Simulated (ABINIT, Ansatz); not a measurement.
# Converging GW for CO2 (Cmce) in ABINIT, part 2 of 2

What does each rung of G0W0 on CO2 (Cmce) cost, and what does it buy?

ABINIT 10.8.3; PBEsol and many-body steps on it, plane waves. Known limits of the many-body steps: not at the basis limit; coarse k mesh.

So far. Step 3 (Screening, 4×4×2 mesh, 63 bands, screening to 76.2 eV): Local fields lower ε∞ by 17 %. On a Γ-centred mesh this coarse the value itself is usually too large, while a short band sum pulls it down. Step 4 (63 bands, 76.2 eV): The gap on the mesh goes from 6.58 eV to 10.21 eV, a correction of +3.63 eV.

## Step 6: 171 bands, 141.5 eV

This step: G0W0 on PBEsol, plane waves, norm-conserving pseudopotentials.

File run.abi:

```
acell 3*1.0 Angstrom
rprim 
  2.635911230000 -2.387378120000 0.000000000000
  2.635911230000 2.387378120000 0.000000000000
  0.000000000000 0.000000000000 6.587174910000
ntypat 2
znucl 6 8
natom 6
typat 1 1 2 2 2 2
xred 
  0.000000000000 0.000000000000 0.000000000000
  0.500000000000 0.500000000000 0.500000000000
  0.806508570000 0.193491430000 0.891843390000
  0.193491430000 0.806508570000 0.108156610000
  0.693491430000 0.306508570000 0.391843390000
  0.306508570000 0.693491430000 0.608156610000
pp_dirpath "pseudos"
pseudos "C.upf, O.upf"
ecut 37
ngkpt 4 4 2
nshiftk 1
shiftk 0 0 0
kptopt 1
chksymbreak 0
istwfk *1
occopt 1
irdwfk 1
optdriver 4
nband 171
gwcalctyp 0
ecutsigx 37
symsigma 1
nkptgw 2
kptgw 
  0.5000000000 0.5000000000 0.0000000000
  0.0000000000 0.0000000000 0.0000000000
bdgw 
  15 18
  15 18
ecuteps 5.2
irdscr 1
ppmodel 1
indata_prefix "in"
outdata_prefix "out"
tmpdata_prefix "tmp"
```

The run is started by

```console
$ OMP_NUM_THREADS=1 mpirun -n 8 abinit run.abi > log
```

Numbers of over 12 decimals in the logs are rounded to 6 here.

What it wrote:

```text
.Version 10.8.3 of ABINIT. v10.8.2 released Aug 2026.

 Symmetries : space group Cm c a (# 64); Bravais oC (1-face-center ortho.)
[... echo of the input left out ...]
== DATASET  1 ==================================================================
-   mpi_nproc: 8, omp_nthreads: 1 (-1 if OMP is not activated)

--- !DatasetInfo
iteration_state: {dtset: 1, }
dimensions: {natom: 6, nkpt: 14, mband: 171, nsppol: 1, nspinor: 1, nspden: 1, mpw: 6054, }
cutoff_energies: {ecut:  37.0, pawecutdg:  -1.0, }
electrons: {nelect:   3.20000000E+01, charge:   0.00000000E+00, occopt:   1.00000000E+00, tsmear:   1.00000000E-02, }

 SIGMA: Calculation of the GW corrections

 Based on a program developped by R.W. Godby, V. Olevano, G. Onida, and L. Reining.
 Incorporated in ABINIT by V. Olevano, G.-M. Rignanese, and M. Torrent.
.Using double precision arithmetic ; gwpc =  8

[... cell and pseudopotentials left out ...]
--------------------------------------------------------------------------------

 ==== K-mesh for the wavefunctions ====
 Number of points in the irreducible wedge :    14
[... list of points left out ...]
 Together with  8 symmetry operations and time-reversal symmetry
 yields    32 points in the full Brillouin Zone.

 ==== Q-mesh for screening function ====
 Number of points in the irreducible wedge :    14
[... list of points left out ...]
 Together with  8 symmetry operations and time-reversal symmetry
 yields    32 points in the full Brillouin Zone.

 vcoul_init : cutoff-mode = AUXILIARY_FUNCTION
 q-points for optical limit:   1
     1)      0.000010    0.000020    0.000030
 setmesh: FFT mesh size selected  =    40x   40x   72
          total number of points  =       115200

 Number of electrons calculated from density =   32.0000; Expected =   32.0000
[...]
number of omega for Sigma on real axis              0
 max omega for Sigma on real axis  [eV]           0.00
 zcut for avoiding poles [eV]                     0.10

 EPSILON^-1 parameters (SCR file):
 dimension of the eps^-1 matrix on file            321
 dimension of the eps^-1 matrix used               321
 number of plane-waves for wavefunctions          6011
 number of bands                                   171
 number of q-points in IBZ                          14
 number of frequencies                               2
 number of real frequencies                          1
 number of imag frequencies                          1

 matrix elements of self-energy operator (all in [eV])

 Perturbative Calculation

--- !SelfEnergy_ee
iteration_state: {dtset: 1, }
kpoint     : [   0.500,    0.500,    0.000, ]
spin       : 1
KS_gap     :    7.767
QP_gap     :   12.888
Delta_QP_KS:    5.121
data: !SigmaeeData |
     Band     E0 <VxcDFT>   SigX SigC(E0)      Z dSigC/dE  Sig(E)    E-E0       E
       15  -3.447 -19.503 -24.934   2.918   0.827  -0.209 -21.581  -2.078  -5.525
       16  -3.115 -19.999 -25.296   2.897   0.826  -0.211 -21.982  -1.983  -5.098
       17   4.651 -15.944  -9.906  -2.349   0.851  -0.176 -12.806   3.138   7.790
[...]
--- !SelfEnergy_ee
iteration_state: {dtset: 1, }
kpoint     : [   0.000,    0.000,    0.000, ]
spin       : 1
KS_gap     :    7.143
QP_gap     :   10.911
Delta_QP_KS:    3.768
data: !SigmaeeData |
     Band     E0 <VxcDFT>   SigX SigC(E0)      Z dSigC/dE  Sig(E)    E-E0       E
[...]
17   3.466 -10.424  -5.714  -2.865   0.884  -0.131  -8.793   1.631   5.097
       18   3.992 -15.084  -9.362  -2.243   0.856  -0.169 -12.107   2.976   6.969

== END DATASET(S) ==============================================================
================================================================================

 -outvars: echo values of variables after computation  --------
           etotal      0.0000000000E+00
            nband         171
             nkpt          14
          spgroup          64
 [... the other variables as echoed above ...]

 Calculation completed.
```

Run time: 29 s. Hardware: 8 MPI ranks of Arm Neoverse N1, shared host; peak memory 3.2 GiB; 3.9 min of CPU time.

This step gave:

* G0W0 gap on the points computed: 10.20 eV
* starting gap on the mesh: 6.582 eV
* k of the valence top: 0.5, 0.5, 0
* k of the conduction bottom: 0, 0, 0
* Z at the valence top: 0.826
* Z at the conduction bottom: 0.884
* least direct G0W0 gap on the computed points: 10.91 eV

Against G0W0 in ABINIT (4×4×2 mesh, 63 bands, screening to 76.2 eV, Godby-Needs plasmon pole), the gap moves by −0.019 eV.

## Step 7: Screening, 4×4×2 mesh, 397 bands, screening to 217.7 eV

This step: RPA screening on PBEsol, plane waves, norm-conserving pseudopotentials.

run.abi, as its differences from that of step 6:

```diff
@@ -27,17 +27,8 @@
 irdwfk 1
-optdriver 4
-nband 171
-gwcalctyp 0
-ecutsigx 37
-symsigma 1
-nkptgw 2
-kptgw 
-  0.5000000000 0.5000000000 0.0000000000
-  0.0000000000 0.0000000000 0.0000000000
-bdgw 
-  15 18
-  15 18
-ecuteps 5.2
-irdscr 1
-ppmodel 1
+optdriver 3
+nband 397
+ecuteps 8
+inclvkb 2
+awtr 1
+symchi 1
 indata_prefix "in"
```

What it wrote:

```text
.Version 10.8.3 of ABINIT. v10.8.2 released Aug 2026.

 Symmetries : space group Cm c a (# 64); Bravais oC (1-face-center ortho.)
[... echo of the input left out ...]
== DATASET  1 ==================================================================
-   mpi_nproc: 8, omp_nthreads: 1 (-1 if OMP is not activated)

--- !DatasetInfo
iteration_state: {dtset: 1, }
dimensions: {natom: 6, nkpt: 14, mband: 397, nsppol: 1, nspinor: 1, nspden: 1, mpw: 6054, }
cutoff_energies: {ecut:  37.0, pawecutdg:  -1.0, }
[...]
--------------------------------------------------------------------------------
[... chi0 elements left out ...]
 For q-point:  0.000010 0.000020 0.000030
  dielectric constant =   1.8359
  dielectric constant without local fields =   2.2363

  Average fulfillment of the sum rule on Im[epsilon] for q-point    1 :     87.93  [%]
[... wings left out ...]
  q-point number  2        q = ( 0.250000, 0.000000, 0.000000) [r.l.u.]
--------------------------------------------------------------------------------
[... chi0 elements left out ...]
  Average fulfillment of the sum rule on Im[epsilon] for q-point    2 :     90.83  [%]

 [... 12 further q-points ...]
```

Run time: 23 min. Hardware: 8 MPI ranks; peak memory 6.6 GiB.

Numbers from this step:

```
ε∞ with local fields, on this mesh, along the program's q direction : 1.836
the same without local fields                                       : 2.236
plasma frequency                                                    : 23.07 eV
plane waves in the screening matrix                                 : 597
```

## Step 8: 397 bands, 217.7 eV

This step: G0W0 on PBEsol, plane waves, norm-conserving pseudopotentials.

run.abi, as its differences from that of step 7:

```diff
@@ -27,8 +27,17 @@
 irdwfk 1
-optdriver 3
+optdriver 4
 nband 397
+gwcalctyp 0
+ecutsigx 37
+symsigma 1
+nkptgw 2
+kptgw 
+  0.5000000000 0.5000000000 0.0000000000
+  0.0000000000 0.0000000000 0.0000000000
+bdgw 
+  15 18
+  15 18
 ecuteps 8
-inclvkb 2
-awtr 1
-symchi 1
+irdscr 1
+ppmodel 1
 indata_prefix "in"
```

What it wrote:

```text
.Version 10.8.3 of ABINIT. v10.8.2 released Aug 2026.

 Symmetries : space group Cm c a (# 64); Bravais oC (1-face-center ortho.)
[... echo of the input left out ...]
== DATASET  1 ==================================================================
-   mpi_nproc: 8, omp_nthreads: 1 (-1 if OMP is not activated)

--- !DatasetInfo
iteration_state: {dtset: 1, }
dimensions: {natom: 6, nkpt: 14, mband: 397, nsppol: 1, nspinor: 1, nspden: 1, mpw: 6054, }
cutoff_energies: {ecut:  37.0, pawecutdg:  -1.0, }
[...]
Band     E0 <VxcDFT>   SigX SigC(E0)      Z dSigC/dE  Sig(E)    E-E0       E
[...]
17   3.466 -10.424  -5.714  -2.990   0.882  -0.134  -8.908   1.516   4.982
       18   3.992 -15.084  -9.362  -2.530   0.853  -0.173 -12.362   2.721   6.713

== END DATASET(S) ==============================================================
================================================================================

 -outvars: echo values of variables after computation  --------
           etotal      0.0000000000E+00
            nband         397
             nkpt          14
          spgroup          64
 [... the other variables as echoed above ...]

 Calculation completed.
```

Wall time 3.4 min (8 MPI ranks); peak memory 7.4 GiB.

This step gave:

* G0W0 gap on the points computed: 10.31 eV
* starting gap on the mesh: 6.582 eV
* k of the valence top: 0.5, 0.5, 0
* k of the conduction bottom: 0, 0, 0
* least direct G0W0 gap on the computed points: 11.02 eV

Against G0W0 in ABINIT (4×4×2 mesh, 171 bands, screening to 141.5 eV, Godby-Needs plasmon pole), the gap moves by +0.118 eV.

## Step 9: Side by side

Times are wall times on 8 MPI ranks of Arm Neoverse N1, shared host, good to a factor of about two. A run's time includes the screening step that it read.

| run | mesh | bands | screening cutoff (eV) | DFT gap (eV) | gap on the mesh (eV) | direct (eV) | ε∞ used | time |
| --- | --- | --- | --- | --- | --- | --- | --- | --- |
| 63 bands, 76.2 eV | 4×4×2 | 63 | 76.2 | 6.582 | 10.214 | 10.931 | 1.83 | 54 s |
| 171 bands, 141.5 eV | 4×4×2 | 171 | 141.5 | 6.582 | 10.195 | 10.911 | 1.84 | 5 min |
| 397 bands, 217.7 eV | 4×4×2 | 397 | 217.7 | 6.582 | 10.313 | 11.017 | 1.84 | 27 min |

## Step 10: Results

| Property | Result |
| --- | --- |
| 63 bands, 76.2 eV | 10.214 eV |
| 171 bands, 141.5 eV | 10.195 eV |
| 397 bands, 217.7 eV | 10.313 eV |
| known limits | not at the basis limit; coarse k mesh |

**Reading.** From the first rung to the last the gap moves by +0.10 eV for 30 times the time. The gap turns back along the series, so no limit is drawn from it. In the G0W0 runs levels were corrected at 2 k points alone, so a gap called «on the mesh» is the least over those, and an edge elsewhere would be missed. The 4×4×2 mesh is coarse for this cell, which bears on the long-range parts of exchange and screening.

[Paths, hosts, dates, memory and timing lines, banners, echoed tables and standing remarks are left out of the program output.]

[Logs are printed without paths, hosts, clocks, repeated set-up lines and the standing remarks that a program may print on its own settings, such as how far it seeks lower states.]

[Runs of the session that timed out or met a known fault of the program may be left out.]

[Hosts, paths, dates, database ids (printed as entryN), source tags and the programs' standing remarks are cut or masked in the printed files.]

[G0W0 gaps are taken among the corrected bands and points alone; a level outside them can change the order at an edge.]

[Where Ansatz stands beside ABINIT at settings called matched, ABINIT's density can come from a denser mesh and the files from another edition; pairs whose starting gaps differed by over 0.03 eV were left out, so agreement reads better than it is.]
